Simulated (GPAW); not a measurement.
# BaTiO3: optical spectrum from first principles

Aim: the dielectric function of BaTiO3, and the optical constants that follow from it.

Calculated with GPAW 26.7.0; DFT, PBE, plane-wave PAW (GPAW data sets), scalar-relativistic, RPA, optical limit.

**1. The starting structure**

Symmetry: P4/mmm, No. 123, tetragonal system. Conventional cell: a = 4.000 Å, b = 4.000 Å, c = 4.018 Å, α = 90.00°, β = 90.00°, γ = 90.00°. Nearest to Ba lie 12 O at 2.83 Å. Nearest to Ti lie 6 O at 2.00 to 2.01 Å. O has 2 Ti at 2.00 Å and 4 Ba at 2.83 Å nearest. Nearest to O lie 2 Ti at 2.01 Å and 4 Ba at 2.83 Å. Farther neighbours and most contacts between anions are not listed.

Structure file:

```cif
data_structure
_symmetry_space_group_name_H-M 'P 1'
_symmetry_Int_Tables_number 1
_cell_length_a 3.9998
_cell_length_b 3.9998
_cell_length_c 4.0180
_cell_angle_alpha 90.000
_cell_angle_beta 90.000
_cell_angle_gamma 90.000
_cell_volume 64.28
loop_
_atom_site_label
_atom_site_type_symbol
_atom_site_fract_x
_atom_site_fract_y
_atom_site_fract_z
_atom_site_occupancy
Ba1 Ba 0.00000 0.00000 0.00000 1
Ti2 Ti 0.50000 0.50000 0.50000 1
O3 O 0.00000 0.50000 0.50000 1
O4 O 0.50000 0.00000 0.50000 1
O5 O 0.50000 0.50000 0.00000 1
```

**2. Bands for the response**

At the fixed density, many empty bands are solved on the mesh of the response, since the spectrum sums over them.

This step: DFT, PBE, plane-wave PAW (GPAW data sets), scalar-relativistic, bands at fixed density (GPAW 26.7.0).

The input, nscf.py:

```python
from ase.dft.bandgap import bandgap
from gpaw import GPAW, FermiDirac

calc = GPAW('gs.gpw').fixed_density(kpts={'size': (8, 8, 8), 'gamma': True}, nbands=74, convergence={'bands': 68},
                                    occupations=FermiDirac(0.001), txt='nscf.txt')
print('gap (eV)', bandgap(calc, output=None)[0])
print('direct gap (eV)', bandgap(calc, direct=True, output=None)[0])
print('top band over the Fermi level (eV)', min(calc.get_eigenvalues(kpt=k)[67] for k in range(len(calc.get_ibz_k_points()))) - calc.get_fermi_level())
calc.write('full.gpw', mode='all')
```

On the command line:

```sh
$ OMP_NUM_THREADS=1 python nscf.py
```

Numbers of over 12 decimals in the logs are rounded to 6 here.

The program printed:

```text
Diagonalizing LCAO Hamiltonian
Converting LCAO to pw mode
convergence criteria:
- Maximum integral of absolute [eigenst]ate change: 4e-08 eV^2 / valence electron
maximum number of iterations: 150

SCF iterations
|iter     |      energy | eigst |  dens |
|iter:   1||             | +3.53 |       |
|iter:   2||             | +2.37 |       |
|iter:   3||             | +1.30 |       |
|iter:   4||             | +0.42 |       |
|iter:   5||             | -0.25 |       |
|iter:   6||             | -0.80 |       |
|iter:   7||             | -1.36 |       |
|iter:   8||             | -1.86 |       |
|iter:   9||             | -2.41 |       |
|iter:  10||             | -2.94 |       |
|iter:  11||             | -3.49 |       |
|iter:  12||             | -3.99 |       |
|iter:  13||             | -4.54 |       |
|iter:  14||             | -5.04 |       |
|iter:  15||             | -5.57 |       |
|iter:  16||             | -6.06 |       |
|iter:  17||             | -6.58 |       |
|iter:  18||             | -7.05 |       |
|iter:  19||             | -7.46c|       |
SCF steps: 19
  __  _  _
 | _ |_)|_||  |
 |__||  | ||/\| - 26.7.0

Versions:
  Python: 3.12.14
  ASE:    3.29.0
  Numpy:  2.5.5
  Scipy:  1.18.1
  Libxc:  7.0.0

Input parameters:
  mode=PW(ecut=500.0),
  convergence={'bands': 68},
  gpts=array([21, 21, 21]),
  kpts=MonkhorstPack(size=(8, 8, 8), gamma=True),
  maxiter=150,
  nbands=74,
  occupations=Occupations(name='fermi-dirac', width=0.001, fixmagmom=False),
  parallel={},
  xc=XC(name='PBE')

--- standard output ---
gap (eV) 1.770847
direct gap (eV) 1.912032
top band over the Fermi level (eV) 37.875846
```

It took 4.4 min on 1 thread of Arm Neoverse V2, shared host; peak memory 0.34 GiB.

This step gave:

```
gap on the k-mesh      : 1.771 eV
direct gap on the mesh : 1.912 eV
```

**3. Dielectric function, RPA**

Transitions between filled and empty bands, summed over the zone, give the optical response, so mesh, band count and broadening shape it.

The induced potential is part of this response.

This step: DFT, PBE, plane-wave PAW (GPAW data sets), scalar-relativistic, RPA, optical limit (GPAW 26.7.0).

The input, df.py:

```python
from gpaw.response.df import DielectricFunction

df = DielectricFunction('full.gpw', frequencies={'type': 'nonlinear', 'domega0': 0.03, 'omega2': 8},
                        ecut=50,
                        eta=0.15,
                        nbands=68,
                        txt='df.txt')
for direction in ['x', 'z']:
    df.get_dielectric_function(xc='RPA', direction=direction, filename=f'df_{direction}.csv')
```

On the command line:

```sh
$ OMP_NUM_THREADS=1 python df.py
```

The program printed:

```text
Using integrator: PointIntegrator
NonLinearFrequencyDescriptor(from 0.000 to 99.342 eV, 540 points)
Nonperiodic BCs:  [False False False]
Using integrator: PointIntegrator
NonLinearFrequencyDescriptor(from 0.000 to 99.342 eV, 540 points)
Nonperiodic BCs:  [False False False]

Calculating chi0 body with:
    Ground state adapter containing:
    Number of spins: 1
    Number of kpoints: 512
    Number of irreducible kpoints: 75
    Number of completely occupied states: 20
    Number of partially occupied states: 20

    Linear response parametrization:
    q_c: [0.0, 0.0, 0.0]
    Number of frequency points: 540
    Planewave cutoff: 50.0
    Number of bands: 68
    Number of planewaves: 57
    Broadening (eta): 0.15

Integrating chi0 body.

Symmetries of q_c:
    Direct symmetries (Uq -> q): 16
    Indirect symmetries (TUq -> q): 0
In total 16 allowed symmetries.

75 groups of equivalent kpoints. 85.3515625% reduction.

Integral kind: spectral function

Calculating chi0 optical extensions with:
    Ground state adapter containing:
    Number of spins: 1
    Number of kpoints: 512
    Number of irreducible kpoints: 75
    Number of completely occupied states: 20
    Number of partially occupied states: 20

    Linear response parametrization:
    Number of frequency points: 540
    Planewave cutoff: 50.0
    Number of bands: 68
    Number of planewaves: 57
    Broadening (eta): 0.15
Integrating chi0 head and wings.

Symmetries of q_c:
    Direct symmetries (Uq -> q): 16
    Indirect symmetries (TUq -> q): 0
In total 16 allowed symmetries.

75 groups of equivalent kpoints. 85.3515625% reduction.

Integral kind: spectral function wings
```

Elapsed: 32 s, on 1 thread; peak memory 0.37 GiB.

Read-outs, printed or worked out from the files:

| Property | Result |
| --- | --- |
| electronic dielectric constant ε∞, mean over x, y and z (by symmetry where fewer were run) | 6.130 |
| main peak of Im epsilon, first axis | 4.011 eV |

Some rows of df_x.csv (energy; Re and Im without local fields; Re and Im with them):

```text
0.000000, 6.391583, 0.000000, 6.136045, 0.000000
0.429336, 6.437613, 0.033030, 6.179867, 0.031432
0.878195, 6.595756, 0.076380, 6.330232, 0.072536
1.347938, 6.935701, 0.155057, 6.652472, 0.146615
1.840057, 7.665682, 0.504883, 7.340616, 0.473594
2.356191, 8.396466, 1.452477, 8.028351, 1.340912
2.898142, 8.522765, 3.132750, 8.200681, 2.884021
3.467895, 6.803786, 4.898235, 6.704401, 4.628769
4.067647, 4.522181, 7.443637, 4.785878, 7.279541
4.699832, 1.987896, 4.101059, 1.949842, 4.275102
5.367152, 2.822751, 2.659856, 2.649443, 2.795770
6.072622, 3.568885, 2.876873, 3.351986, 3.004121
6.819608, 3.815100, 4.321532, 3.553531, 4.473917
7.611886, 2.762679, 3.818892, 2.249954, 3.844127
8.453705, 2.545946, 4.715387, 2.063808, 4.548819
9.349861, 1.056375, 4.029277, 0.621316, 3.728410
10.305790, 0.606781, 3.889436, 0.469281, 3.468147
11.327680, -0.197188, 2.610771, -0.252757, 2.513625
12.422601, 0.081207, 1.379581, -0.193481, 1.320045
13.598673, 1.072214, 0.759685, 0.686723, 0.684790
```

Values under the direct gap are tails of Lorentzian lines. Table of Im ε by photon energy; read off at these points:

```
photon energy (eV)   E ∥ x   E ∥ z
              0.00       0       0
              0.50  0.0371  0.0370
              1.00  0.0870  0.0870
              1.50   0.191   0.191
              2.00   0.757   0.762
              2.50    1.83    1.82
              3.00    3.34    3.33
              3.34    5.08    5.05
              3.50    4.51    4.49
              4.00    7.32    7.14
              4.50    5.61    5.56
              5.00    3.86    3.93
              5.50    2.72    2.73
              6.00    3.04    3.03
              6.50    3.14    3.10
              7.00    4.38    4.51
              7.15    4.65    4.73
              7.21    4.69    4.67
              7.50    3.97    3.85
              8.00    3.47    3.38
              8.39    4.62    4.54
              8.50    4.52    4.44
              9.00    4.56    4.55
              9.50    3.70    3.73
             10.00    3.75    3.71
             10.50    3.72    3.77
             11.00    2.52    2.50
             11.50    2.27    2.31
             12.00    1.75    1.76
             12.50    1.25    1.27
             13.00   0.880   0.892
             13.50   0.716   0.736
```

Table of Re ε by photon energy:

```
photon energy (eV)    E ∥ x    E ∥ z
               0.0     6.14     6.12
               0.5     6.20     6.18
               1.0     6.39     6.38
               1.5     6.82     6.80
               2.0     7.50     7.47
               2.5     8.29     8.26
               3.0     8.29     8.23
               3.5     6.77     6.72
               4.0     5.41     5.42
               4.5     1.99     2.03
               5.0     2.28     2.27
               5.5     2.87     2.90
               6.0     3.27     3.31
               6.5     3.96     4.01
               7.0     3.21     3.24
               7.5     2.08     2.03
               8.0     2.32     2.41
               8.5     2.00     2.04
               9.0     1.26     1.30
               9.5    0.880    0.911
              10.0    0.264    0.260
              10.5   -0.230   -0.167
              11.0  -0.0981  -0.0654
              11.5   -0.269   -0.259
              12.0   -0.404   -0.366
              12.5   -0.160   -0.150
              13.0    0.235    0.231
              13.5    0.584    0.592
```

Table of reflectivity at normal incidence by photon energy; read off at these points:

```
photon energy (eV)  E ∥ x (%)  E ∥ z (%)
              0.00       18.0       18.0
              0.50       18.2       18.2
              1.00       18.8       18.7
              1.50       19.9       19.9
              2.00       21.8       21.7
              2.50       24.2       24.1
              3.00       25.7       25.6
              3.50       25.2       25.1
              4.00       30.4       30.0
              4.50       27.1       26.9
              5.00       19.7       20.0
              5.50       14.6       14.6
              6.00       16.3       16.3
              6.50       17.5       17.5
              7.00       21.5       22.0
              7.50       20.4       20.0
              8.00       17.9       17.4
              8.50       22.9       22.5
              9.00       24.7       24.6
              9.15       25.9       25.9
              9.50       22.1       22.2
             10.00       25.3       25.2
             10.50       28.3       28.0
             10.59       29.6       29.6
             11.00       23.1       22.7
             11.50       24.1       24.1
             11.87       26.0       25.4
             12.00       25.3       24.6
             12.50       20.8       20.5
             13.00       11.6       11.7
             13.50       5.12       5.19
```

The loss function −Im 1/ε at q → 0 has structure finer than the step of the table below, so its rows give means over 0.5 eV, whole bins alone (the curve runs from 0 to 14.0 eV). Peaks (eV: height): E ∥ x 13.00: 1.06; E ∥ z 13.00: 1.05.

Values under the direct gap are tails of Lorentzian lines. Table of loss function −Im 1/ε at q → 0 by energy loss; means over each step:

```
energy loss (eV)    E ∥ x    E ∥ z
             0.5   9.7e-4   9.8e-4
             1.0  0.00216  0.00217
             1.5  0.00432  0.00437
             2.0   0.0124   0.0125
             2.5   0.0261   0.0264
             3.0   0.0427   0.0432
             3.5   0.0641   0.0648
             4.0   0.0886   0.0891
             4.5    0.159    0.158
             5.0    0.199    0.197
             5.5    0.172    0.171
             6.0    0.148    0.150
             6.5    0.127    0.127
             7.0    0.148    0.149
             7.5    0.189    0.195
             8.0    0.190    0.191
             8.5    0.182    0.183
             9.0    0.209    0.209
             9.5    0.254    0.253
            10.0    0.269    0.272
            10.5    0.290    0.289
            11.0    0.386    0.388
            11.5    0.423    0.421
            12.0    0.548    0.548
            12.5    0.804    0.789
            13.0     1.02     1.01
            13.5    0.809    0.802
```

Table of refractive index n and extinction k by photon energy:

```
photon energy (eV)  n, E ∥ x  k, E ∥ x  n, E ∥ z  k, E ∥ z
                 0      2.48         0      2.47         0
                 1      2.53    0.0172      2.53    0.0172
                 2      2.74     0.138      2.74     0.139
                 3      2.93     0.569      2.93     0.569
                 4      2.69      1.36      2.68      1.33
                 5      1.84      1.05      1.84      1.06
                 6      1.97     0.772      1.97     0.767
                 7      2.08      1.05      2.10      1.08
                 8      1.80     0.964      1.81     0.933
                 9      1.73      1.32      1.74      1.31
                10      1.42      1.32      1.41      1.31
                11      1.10      1.14      1.10      1.13
                12     0.835      1.05     0.845      1.04
                13     0.757     0.581     0.759     0.587
```

From ε follow the optical constants at some laser and lamp lines:

```
wavelength (nm)   n x    k x  R (%) x   1/α x   n z    k z  R (%) z   1/α z
           1550  2.51  0.013     18.5  9.6 µm  2.51  0.013     18.4  9.6 µm
            800  2.62  0.040     20.1  1.6 µm  2.62  0.040     20.0  1.6 µm
            405  2.93  0.615     26.0   52 nm  2.92  0.614     25.9   52 nm
            365  2.77  0.894     26.2   32 nm  2.76  0.891     26.1   33 nm
            308  2.66  1.378     30.4   18 nm  2.65  1.351     30.0   18 nm
            248  1.84  1.049     19.7   19 nm  1.85  1.064     20.0   19 nm
            193  2.07  0.741     16.9   21 nm  2.06  0.723     16.7   21 nm
```

Below the direct gap, k and the depth come from the tails of the Lorentzian lines, not from transitions.

Rows near the edge hang on the gap, which this functional as a rule makes too small, and phonon-assisted absorption is left out.

**4. What came out**

```yaml
electronic_dielectric_constant_eps_infinity_mean_over_x_y_and_z_by_symmetry_where_fewer_were_run_rpa: 6.13
main_peak_of_im_epsilon_first_axis: 4.01 eV
```

At this level (PBE, RPA) BaTiO3 has a mean ε∞ = 6.13 and n = 2.51 at 1550 nm (E ∥ x), and Im ε peaks at 4.0 eV (E ∥ x). On the mesh the gap is 1.77 eV and the least direct gap 1.91 eV, so on this mesh the band edges lie at different points. Local fields change the static value along x from 6.39 to 6.14 (-4 %). Distinct maxima of Im ε, read by a parabola through the highest points, lie at 3.35 eV (5.1), 4.01 eV (7.3), 7.20 eV (4.7) and 8.38 eV (4.6) for E ∥ x. The static values by axis are 6.14 (x), 6.12 (z). Excitons and phonon-assisted transitions are missing; PBE gaps are as a rule too small, which pulls the onset down and ε∞ up. Spin-orbit coupling is left out although heavy atoms are present. The sum runs over mesh points, so small or evenly spaced maxima can still be ripples of the mesh. In this version of GPAW the matrix elements of the optical limit are incomplete, which can lower ε − 1 by up to a tenth where first-row anions or d states rule, and shift it by more in d metals.

[Machine, clock and banner lines and Python warnings are left out of the logs.]

[Logs are printed without paths, hosts, clocks, repeated set-up lines and the standing remarks that a program may print on its own settings, such as how far it seeks lower states.]

[Hosts, paths, dates, database ids (printed as entryN), source tags and the programs' standing remarks are cut or masked in the printed files.]
